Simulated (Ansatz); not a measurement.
# KSrCl3 in Imma, a phase reached by a soft mode: a soft mode frozen in

Which phase does KSrCl3 in Imma, a phase reached by a soft mode fall into along its unstable mode, and how much energy does it gain?

Calculated with Ansatz 0.2.0; DFT PBEsol, scalar-relativistic, plane waves, PAW; PAW set soft_1.

The structure was built from a prototype and need not be the compound's stable phase.

**1. The structure**

The structure is orthorhombic, space group Imma (No. 74). Conventional cell: a = 7.790 Å, b = 10.756 Å, c = 7.637 Å, α = 90.00°, β = 90.00°, γ = 90.00°. Nearest to K lie 5 Cl at 3.09 to 3.18 Å. Nearest to Sr lie 6 Cl at 2.84 to 2.87 Å. Cl has 2 Sr at 2.87 Å and 1 K at 3.09 Å nearest. Nearest to Cl lie 2 Sr at 2.84 Å and 2 K at 3.18 Å. Farther neighbours and most contacts between anions are not listed.

**2. Modes at Γ**

This phase was reached earlier by freezing in an unstable mode of a structure of higher symmetry and relaxing. Its zone-centre modes can show that it is still unstable.

Contents of input.yaml:

```yaml
crystal:
  lattice:
    - [-3.8947705066, 5.3781164507, 3.8183458461]
    - [3.8947705066, -5.3781164507, 3.8183458461]
    - [3.8947705066, 5.3781164507, -3.8183458461]
  atoms:
    - { symbol: K, position: [0.7154222483, 0.9654222483, 0.75] }
    - { symbol: K, position: [0.2845777517, 0.0345777517, 0.25] }
    - { symbol: Sr, position: [0.5, 0.5, 0.0] }
    - { symbol: Sr, position: [0.0, 0.5, 0.5] }
    - { symbol: Cl, position: [0.8804710985, 0.6304710985, 0.25] }
    - { symbol: Cl, position: [0.1195289015, 0.3695289015, 0.75] }
    - { symbol: Cl, position: [0.6762827848, 0.0, 0.1762827848] }
    - { symbol: Cl, position: [0.3237172152, 0.0, 0.8237172152] }
    - { symbol: Cl, position: [0.3237172152, 0.5, 0.3237172152] }
    - { symbol: Cl, position: [0.6762827848, 0.5, 0.6762827848] }
kpoints:
  mp_grid: { grid: [4, 4, 4] }
hamiltonian:
  xc: pbesol
  pseudopotentials: { kind: paw, azcp: { folder: soft_1 }, xc_functional: pbe }
scf:
  occupations: { method: fixed }
output:
  eigenvalues: true
phonons:
  method: dfpt
  dielectric: true
  rigid_motions: translations
```

Launch:

```bash
ansatz run input.yaml --threads 4 --pin off --max-ram 16384MiB --backend cpu --events-out ev --progress --plain --runs-dir out
```

Numbers of over 12 decimals in the logs are rounded to 6 here.

The program printed:

```text
Engine: ansatz 0.2.0, aarch64-unknown-linux-gnu
Pseudopotentials: kind: paw
Pseudopotential: K, paw, valence charge 9, recommended cutoff 420 eV (normal), soft_1/K.paw.azcp
Pseudopotential: Sr, paw, valence charge 10, recommended cutoff 420 eV (normal), soft_1/Sr.paw.azcp
Pseudopotential: Cl, paw, valence charge 7, recommended cutoff 420 eV (normal), soft_1/Cl.paw.azcp
Functional definition: PBEsol
  exchange = pbesol_x
  correlation = pbesol_c
Crystal: 10 atoms, lattice volume = 319.924 Å³
Basis set: ecut = 420 eV, 6261 PW (Γ), exchange–correlation on 108×108×108 points (8 copies of the dense FFT grid, shifted against one another)
Bands: 50, of which v1, the nominal top of the filled ones, is band 40 counted from 1 (39 counted from 0)
Symmetry: 8 space group operations
k-points: 36 of 64 (irreducible under 1 space group operation, time reversal used)
Non-local potential: K, projectors of the file, l = 0: 3, l = 1: 2, l = 2: 2
Non-local potential: Sr, projectors of the file, l = 0: 3, l = 1: 2, l = 2: 2
Non-local potential: Cl, projectors of the file, l = 0: 2, l = 1: 2, l = 2: 1
PAW form: soft (Blöchl's): semilocal exchange-correlation on the pseudo side does not see the compensation charge
PAW frozen core: K, regenerated for the run's functional, and the local potential with it (the file was generated under x = pbe(κ = 0.804, μ = 0.219515), c = pbe(β = 0.066725))
PAW frozen core: Sr, regenerated for the run's functional, and the local potential with it (the file was generated under x = pbe(κ = 0.804, μ = 0.219515), c = pbe(β = 0.066725))
PAW frozen core: Cl, regenerated for the run's functional, and the local potential with it (the file was generated under x = pbe(κ = 0.804, μ = 0.219515), c = pbe(β = 0.066725))
PAW one-centre angular grid: K, 110 points (default); XC on 64 Gauss nodes
PAW one-centre angular grid: Sr, 110 points (default); XC on 64 Gauss nodes
PAW one-centre angular grid: Cl, 110 points (default); XC on 64 Gauss nodes
Initial density: superposition of atomic densities (chi_scale 0.1, normalization cell, long waves kept (reshape's long-wave potential 0.01 eV rms))
Initial wavefunctions: pseudopotential atomic-orbital guess
Functional: x = pbesol(κ = 0.804, μ = 0.123457), c = pbesol(β = 0.046)
SCF iter   1: F=—  HF=-16408.238179 eV  |F-HF|=—  |Δ(HF+E_count)|=         —  Δρ=4.29e-2  dr2=1.05e1  ethr=3.10e-3  ⟨swp⟩=9.2  Hψ=9991  notcnv=0  defer=265
preconditioner: auto → Resta (q_TF=auto, 2.166 Å⁻¹)  ε∞=2.9  [insulator: Δε(μ)=3.832 eV  Ē_g=11.553 eV  n_scr=58 (ndim 8)  ℏωp=16.1 eV  f_vac=0.001  ε∞_Penn≈2.9]
SCF iter   2: F=—  HF=-16404.529107 eV  |F-HF|=—  |Δ(HF+E_count)|=    3.71e0  Δρ=1.48e-2  dr2=1.63e0  ethr=3.10e-3  ⟨swp⟩=4.8  Hψ=4557  notcnv=0  defer=245
SCF iter   3: F=—  HF=-16403.917313 eV  |F-HF|=—  |Δ(HF+E_count)|=   6.12e-1  Δρ=5.64e-3  dr2=1.70e-1  ethr=2.04e-3  ⟨swp⟩=4.2  Hψ=4016  notcnv=0  defer=264
SCF iter   4: F=—  HF=-16403.917133 eV  |F-HF|=—  |Δ(HF+E_count)|=   1.80e-4  Δρ=1.15e-3  dr2=7.76e-3  ethr=2.12e-4  ⟨swp⟩=4.3  Hψ=3744  notcnv=0  defer=278
SCF iter   5: F=—  HF=-16403.923972 eV  |F-HF|=—  |Δ(HF+E_count)|=   6.84e-3  Δρ=3.37e-4  dr2=5.07e-4  ethr=9.71e-6  ⟨swp⟩=4.1  Hψ=3035  notcnv=0  defer=288
SCF iter   6: F=—  HF=-16403.925171 eV  |F-HF|=—  |Δ(HF+E_count)|=   1.20e-3  Δρ=1.10e-4  dr2=5.17e-5  ethr=6.34e-7  ⟨swp⟩=3.6  Hψ=2952  notcnv=0  defer=290
SCF iter   7: F=—  HF=-16403.925231 eV  |F-HF|=—  |Δ(HF+E_count)|=   5.98e-5  Δρ=2.60e-5  dr2=3.78e-6  ethr=6.46e-8  ⟨swp⟩=2.0  Hψ=2745  notcnv=0  defer=288
SCF iter   8: F=—  HF=-16403.925132 eV  |F-HF|=—  |Δ(HF+E_count)|=   9.90e-5  Δρ=7.02e-6  dr2=3.48e-7  ethr=4.72e-9  ⟨swp⟩=2.0  Hψ=2680  notcnv=0  defer=276
SCF iter   9: F=—  HF=-16403.925132 eV  |F-HF|=—  |Δ(HF+E_count)|=   7.48e-7  Δρ=1.65e-6  dr2=1.62e-8  ethr=4.35e-10  ⟨swp⟩=2.2  Hψ=2785  notcnv=0  defer=277
SCF iter  10: F=—  HF=-16403.925132 eV  |F-HF|=—  |Δ(HF+E_count)|=   3.31e-8  Δρ=4.49e-7  dr2=9.89e-10  ethr=2.03e-11  ⟨swp⟩=2.4  Hψ=3121  notcnv=0  defer=277
SCF iter  11: F=—  HF=-16403.925132 eV  |F-HF|=—  |Δ(HF+E_count)|=   1.08e-9  Δρ=2.01e-7  dr2=1.88e-10  ethr=1.00e-12  ⟨swp⟩=24.9  Hψ=18100  notcnv=0
SCF iter  12: F=-16403.925132 eV  HF=-16403.925132 eV  |F-HF|=3.64e-12  |Δ(HF+E_count)|=  9.09e-11  Δρ=6.49e-8  dr2=1.82e-11  ethr=1.00e-12  ⟨swp⟩=8.0  Hψ=9738  notcnv=0
SCF 1 converged in 12 iterations: F = -16403.925132 eV  dr2 = 1.82e-11
  greatest PAW one-centre occupation: 0.986 electrons in one spin orbital (limit 2), on the K atom at site 1 (counted from 0), in its partial waves of l = 0
NSCF: frozen V_eff on 4 k-points
DFPT response loops at Γ: preconditioner auto → none (the input reference at scf.mixing.eps_inf says where Resta's filter doesn't serve); β = 0.50; Broyden in place of MSR1
SCF converged after 12 iterations
Free energy (F): -16403.925132 eV
Harris-Foulkes:  -16403.925132 eV  (|F-HF|=3.64e-12)
Internal energy: -16403.925132 eV  (E = F + TS)
E sigma→0 (E₀):  -16403.925132 eV
Fermi energy:    1.195167 eV
--- Per-component energies (eV) ---
  E_band       = -621.199579
  E_kinetic    = 1893.446476
  E_local      = -4364.653047  (includes V_loc(G=0)·N_el)
  E_nonlocal   = 686.002679
  E_hartree    = 1334.277804
  E_xc         = -1255.878978
  E_vxc        = -1338.494982  (∫ρ·V_xc dr)
  E_paw        = -10654.715616  (= ΣΔE_a)
  E_vpaw       = -166.057002  (= ΣTr[D̂ρ^β])
  E_aug_tail   = 0.000617  (compensation charges beyond the density's cutoff)
  E_ewald      = -4043.360127
  E_core_change = 0.955060  (= ΣΔE_core)
  E_smearing   = -0.000000  (= −TS)
  E_closure    = -0.000000  (closes the sum)
  Σ components = -16403.925132   (vs F -16403.925132, Δ=0.00e0)
--- Band table (eV; the first three rows and the last of 36) ---
  k-point 0: bands = [... 36 lower, 0.9424, 0.9493, 1.0992, 1.1952, 6.2384, 7.2401, 7.6256, 7.9310, ... 6 higher]
  k-point 1: bands = [... 36 lower, 0.8854, 0.9350, 1.0374, 1.1243, 6.7042, 7.5617, 7.7326, 7.9610, ... 6 higher]
  k-point 2: bands = [... 36 lower, 0.8957, 0.8957, 1.0802, 1.0802, 7.6327, 7.6327, 8.0895, 8.0895, ... 6 higher]
  k-point 35: bands = [... 36 lower, 0.8092, 0.8381, 0.8659, 1.1240, 7.5087, 7.5775, 7.8550, 7.9329, ... 6 higher]
--- Phonons (Γ-DFPT): 12 representative perturbations + reference, on 36 of 64 k-points (Σ response iterations 41) ---
  k mesh reduced under 1 symmetry operation, with k and −k counted as one. Each operation leaves every solved perturbation unchanged. A smaller set is not considered because the run solves the response to a homogeneous field
  ASR residual: 1.034e-4 → 0.000e0 eV/Å²; symmetrization residual: 1.820e-5 eV/Å²
  ASR residual per site (eV/Å²): 2.41e-5 2.41e-5 8.84e-5 8.84e-5 1.03e-4 1.03e-4 8.32e-5 8.32e-5 8.32e-5 8.32e-5
  Γ frequencies (cm⁻¹): -28.15 0.00 0.00 0.00 32.28 58.25 72.77 73.49 78.47 82.03 88.62 89.07 96.07 96.65 97.53 99.21 111.61 111.81 115.28 119.26 139.10 148.66 152.46 157.50 183.77 195.04 197.02 213.57 221.46 235.21
  ε∞ (high-frequency dielectric tensor):
        2.539124    -0.000000    -0.000000
       -0.000000     2.554069     0.000000
       -0.000000     0.000000     2.542731
  softest optical mode at Γ: -28.15 cm⁻¹; the repairs (sum rule, projections) moved no ω² at Γ by more than (2.23 cm⁻¹)²
  Born effective charges Z* (e; rows j = field, columns β = displacement):
    site 0:
         1.20709   -0.00000   -0.00000
        -0.00000    1.10747    0.00000
        -0.00000    0.00000    1.24037
    site 1:
         1.20709   -0.00000   -0.00000
         0.00000    1.10747    0.00000
        -0.00000    0.00000    1.24037
    site 2:
         2.31766    0.00000   -0.00000
        -0.00000    2.43191    0.00964
        -0.00000   -0.21298    2.36980
    site 3:
         2.31766   -0.00000   -0.00000
         0.00000    2.43191   -0.00964
        -0.00000    0.21298    2.36980
    site 4:
        -0.80730   -0.00000    0.00000
         0.00000   -1.73082    0.00000
         0.00000   -0.00000   -1.05309
    site 5:
        -0.80730   -0.00000    0.00000
        -0.00000   -1.73082    0.00000
         0.00000   -0.00000   -1.05309
    site 6:
        -1.35872    0.00000   -0.43321
         0.00000   -0.90428   -0.00000
        -0.41844   -0.00000   -1.27854
    site 7:
        -1.35872    0.00000   -0.43321
         0.00000   -0.90428   -0.00000
        -0.41844   -0.00000   -1.27854
    site 8:
        -1.35872   -0.00000    0.43321
        -0.00000   -0.90428    0.00000
         0.41844    0.00000   -1.27854
    site 9:
        -1.35872   -0.00000    0.43321
         0.00000   -0.90428    0.00000
         0.41844    0.00000   -1.27854
  Z* charge neutrality: 8.965e-5 e pre-enforcement
  k-mesh period / interband length: 31.2 Å / 1.30 Å = 23.91 at k = (0.0000, 0.0000, 0.0000), direct gap 5.043 eV — 14 or more, which is no proof of convergence
  optical modes at Γ without the LO–TO term, one row a degenerate level:
      ω (cm⁻¹)  modes    IR ((D/Å)²/amu)
        -28.15      1             1.1035
         32.28      1             0.0000
         58.25      1             0.0000
         72.77      1             0.0000
         73.49      1             0.1863
         78.47      1             0.5794
         82.03      1             0.0000
[...]
optical modes at Γ + LO–TO along q̂ = [1.0000, 0.0000, 0.0000]:
      ω (cm⁻¹)  modes    IR ((D/Å)²/amu)
[...]
optical modes at Γ + LO–TO along q̂ = [0.0000, 1.0000, 0.0000]:
      ω (cm⁻¹)  modes    IR ((D/Å)²/amu)
[...]
optical modes at Γ + LO–TO along q̂ = [0.0000, 0.0000, 1.0000]:
      ω (cm⁻¹)  modes    IR ((D/Å)²/amu)
[...]
115.28      1             0.0000
        132.10      1             0.3986
        139.10      1             0.0000
        148.66      1             0.0000
        157.50      1             0.9056
        170.01      1             1.4258
        183.77      1             0.0000
        195.04      1             5.8479
        197.02      1             0.0000
        213.57      1             6.5333
        235.21      1             0.0000
        261.86      1             9.0941
```

Run time: 7.3 min. Hardware: 4 threads of Arm Neoverse V1, shared host; peak memory 2.6 GiB.

The column dr2 measures how far the density is from self-consistency, as an energy; F and HF (Harris–Foulkes) agree once it is small.

Numbers from this step:

```
gap on the k-mesh                                       : 5.043 eV
volume per atom                                         : 31.99 Å³
sum-rule residual before enforcement                    : 1.03e-4 eV/Å²
miss of the charge sum rule                             : 8.96e-5 e
point group                                             : mmm
highest optical mode at the zone centre (no LO-TO term) : 235.2 cm⁻¹
lowest optical zone-centre mode                         : -28.15 cm⁻¹
mean high-frequency dielectric constant                 : 2.545
largest Born charge (third of the trace)                : 2.373 e
top of the zone-centre spectrum with the field          : 261.9 cm⁻¹
```

Without the LO-TO term. Patterns of degenerate modes are one choice out of their space. The modes at Γ (shares of kinetic energy by element, %) (negative means imaginary):

```tsv
mode	frequency (cm⁻¹)	symmetry	K %	Sr %	Cl %
1	-28.1	B3u	23	0	77
2	0.0	acoustic	17	38	46
3	0.0	acoustic	17	38	46
4	0.0	acoustic	17	38	46
5	32.3	B2g	26	0	74
6	58.2	B1g	0	0	100
7	72.8	Au	0	11	89
8	73.5	B2u	21	48	30
9	78.5	B3u	15	38	47
10	82.0	B3g	90	0	10
11	88.6	B2g	73	0	27
12	89.1	B1u	24	46	30
13	96.1	B2u	61	3	36
14	96.7	Ag	67	0	33
15	97.5	B3u	45	0	55
16	99.2	B1u	0	13	87
17	111.6	B3g	10	0	90
18	111.8	Ag	10	0	90
19	115.3	B2g	2	0	98
20	119.3	B1u	55	22	23
21	139.1	Ag	23	0	77
22	148.7	Au	0	89	11
23	152.5	B1u	4	58	38
24	157.5	B2u	1	87	12
25	183.8	B3g	0	0	100
26	195.0	B2u	0	24	76
27	197.0	B1g	0	0	100
28	213.6	B3u	0	24	76
29	221.5	B1u	0	23	77
30	235.2	B3g	0	0	100
```

Displacements in mode 1 (-28.1 cm⁻¹), the largest set to 1:
```
K1  -0.57  0.00  0.00
K2  -0.57  0.00  0.00
Sr3  0.01  0.00  0.00
Sr4  0.01  0.00  0.00
Cl5  1.00  0.00  0.00
Cl6  1.00  0.00  0.00
Cl7 -0.20  0.00  0.23
Cl8 -0.20  0.00  0.23
Cl9 -0.20  0.00 -0.23
Cl10-0.20  0.00 -0.23
```

Displacements in mode 9 (78.5 cm⁻¹), the largest set to 1:
```
K1  -0.85  0.00  0.00
K2  -0.85  0.00  0.00
Sr3  0.90  0.00  0.00
Sr4  0.90  0.00  0.00
Cl5 -1.00  0.00  0.00
Cl6 -1.00  0.00  0.00
Cl7 -0.14  0.00  0.83
Cl8 -0.14  0.00  0.83
Cl9 -0.14  0.00 -0.83
Cl10-0.14  0.00 -0.83
```

Before it was imposed, the acoustic sum rule was missed by 1.0e-4 eV/Å² and the charge sum rule by 9.0e-5 e. Small misses are needed for a sound result but don't prove that mesh and cutoff are converged. The lowest optical mode is imaginary, 28.1i cm⁻¹, so the energy falls along it.

**3. The mode frozen in, largest atomic shift 0 Å**

The mode followed lies at Γ with frequency 28.1i cm⁻¹, the softest among the wavevectors solved. At small amplitude the distorted cell has space group no. 46 by a symmetry search on the positions. The undistorted cell that holds it gives the zero of energy on the same k mesh.

Edit input.yaml of step 2 so:

```diff
@@ -22,8 +22,6 @@
 scf:
-  occupations: { method: fixed }
+  occupations: { method: gaussian, width: 0.02 }
 output:
+  forces: true
+  stress: true
   eigenvalues: true
-phonons:
-  method: dfpt
-  dielectric: true
-  rigid_motions: translations
```

The program printed:

```text
[...]
Crystal: 10 atoms, lattice volume = 319.924 Å³
Basis set: ecut = 420 eV, 6261 PW (Γ), exchange–correlation on 108×108×108 points (8 copies of the dense FFT grid, shifted against one another)
Bands: 50, of which v1, the nominal top of the filled ones, is band 40 counted from 1 (39 counted from 0)
Symmetry: 8 space group operations
[...]
k-points: 18 of 64
[...]
k-point 0: bands = [... 36 lower, 0.9424, 0.9493, 1.0992, 1.1952, 6.2384, 7.2401, 7.6256, 7.9310, ... 5 higher]
  k-point 1: bands = [... 36 lower, 0.8854, 0.9349, 1.0374, 1.1243, 6.7042, 7.5617, 7.7326, 7.9610, ... 5 higher]
  k-point 2: bands = [... 36 lower, 0.8957, 0.8957, 1.0801, 1.0801, 7.6327, 7.6327, 8.0895, 8.0895, ... 5 higher]
  k-point 17: bands = [... 36 lower, 0.8092, 0.8381, 0.8659, 1.1240, 7.5087, 7.5775, 7.8550, 7.9328, ... 5 higher]
[key lines of the parts left out:]
SCF converged after 9 iterations
Free energy (F): -16403.925132 eV
Fermi energy:    3.716787 eV
P = ⅓ Tr σ = -0.0006 GPa (-0.006 kbar)
```

Wall time 6.3 s (4 threads); peak memory 0.79 GiB; 24 s of CPU time.

Numbers from this step:

```
pressure                         : -5.79e-4 GPa
energy from the undistorted cell : 0 meV/atom
```

At this level the gap is 5.04 eV on the k-mesh of the self-consistent run, which can miss the band edges.

**4. The mode frozen in, largest atomic shift 0.45 Å**

The atoms are moved along the unstable eigenvector, the largest shift by 0.45 Å, with the cell fixed.

input.yaml, the sections that differ from step 3:

```yaml
crystal:
  lattice:
    - [-3.8947705066, 5.3781164507, 3.8183458461]
    - [3.8947705066, -5.3781164507, 3.8183458461]
    - [3.8947705066, 5.3781164507, -3.8183458461]
  atoms:
    - { symbol: K, position: [0.7154222483, 0.9323875582, 0.7169653099] }
    - { symbol: K, position: [0.2845777517, 0.0015430616, 0.2169653099] }
    - { symbol: Sr, position: [0.5, 0.5005439531, 0.0005439531] }
    - { symbol: Sr, position: [0.0, 0.5005439531, 0.5005439531] }
    - { symbol: Cl, position: [0.8804710985, 0.6882408694, 0.3077697709] }
    - { symbol: Cl, position: [0.1195289015, 0.4272986724, 0.8077697709] }
    - { symbol: Cl, position: [0.6901110283, 0.0024883376, 0.164942879] }
    - { symbol: Cl, position: [0.3375454587, 0.0024883376, 0.8123773093] }
    - { symbol: Cl, position: [0.3098889717, 0.4748318507, 0.3123773093] }
    - { symbol: Cl, position: [0.6624545413, 0.4748318507, 0.664942879] }
# kpoints, hamiltonian, scf, output: as in step 3
```

The program printed:

```text
[...]
Crystal: 10 atoms, lattice volume = 319.924 Å³
Basis set: ecut = 420 eV, 6261 PW (Γ), exchange–correlation on 108×108×108 points (8 copies of the dense FFT grid, shifted against one another)
Bands: 50, of which v1, the nominal top of the filled ones, is band 40 counted from 1 (39 counted from 0)
Symmetry: 4 space group operations
[...]
k-point 0: bands = [... 36 lower, 0.9489, 0.9963, 1.0777, 1.1544, 6.2457, 7.3406, 7.6400, 8.0368, ... 5 higher]
  k-point 1: bands = [... 36 lower, 0.9429, 0.9735, 1.0306, 1.0818, 6.7210, 7.5761, 7.6879, 7.9538, ... 5 higher]
  k-point 2: bands = [... 36 lower, 0.9460, 0.9460, 1.0519, 1.0519, 7.5963, 7.5963, 7.9485, 7.9485, ... 5 higher]
  k-point 17: bands = [... 36 lower, 0.8718, 0.8925, 1.0354, 1.0824, 7.5020, 7.5596, 7.9354, 7.9596, ... 5 higher]
[key lines of the parts left out:]
SCF converged after 9 iterations
Free energy (F): -16403.936898 eV
Fermi energy:    3.700019 eV
P = ⅓ Tr σ = -0.2248 GPa (-2.248 kbar)
```

Wall time 9 s (4 threads); peak memory 0.71 GiB.

Numbers from this step:

```yaml
pressure: -0.2248 GPa
gap_on_the_k_mesh: 5.091 eV
energy_from_the_undistorted_cell: -1.177 meV/atom
```

The energy, extrapolated to zero smearing, is -1.18 meV/atom against the undistorted cell.

The run ends at a pressure of -0.22 GPa, with forces up to 0.065 eV/Å.

**5. Energy along the mode, all amplitudes (two of the runs are shown above)**

An imaginary frequency means negative curvature, so the energy should fall and then rise again as anharmonic terms take over.

Numbers from this step:

```yaml
depth_at_the_lowest_point_sampled: 1.177 meV/atom
largest_atomic_shift_at_that_point: 0.45 Å
```

Table of energy from the parent by largest atomic shift:

```tsv
largest atomic shift (Å)	energy from the parent (meV/atom)
0.000	0
0.040	-0.025
0.080	-0.1
0.140	-0.296
0.220	-0.665
0.320	-1.14
0.450	-1.18
0.600	1.37
```

Displacement at unit largest shift by atom:

```tsv
atom	x (Å)	y (Å)	z (Å)	size
K1	-0.57	0.00	0.00	0.57
K2	-0.57	0.00	0.00	0.57
Sr3	0.01	0.00	0.00	0.01
Sr4	0.01	0.00	0.00	0.01
Cl5	1.00	0.00	0.00	1.00
Cl6	1.00	0.00	0.00	1.00
Cl7	-0.20	0.00	0.23	0.31
Cl8	-0.20	0.00	0.23	0.31
Cl9	-0.20	0.00	-0.23	0.31
Cl10	-0.20	0.00	-0.23	0.31
```

The lowest of the steps tried is at 0.45 Å, 1.18 meV/atom below the parent; the bottom of the well need not coincide with a step.

(Part 1 of 3 ends here.)

[Logs are printed without paths, hosts, clocks, repeated set-up lines and the standing remarks that a program may print on its own settings, such as how far it seeks lower states.]

[Hosts, paths, dates, database ids (printed as entryN), source tags and the programs' standing remarks are cut or masked in the printed files.]
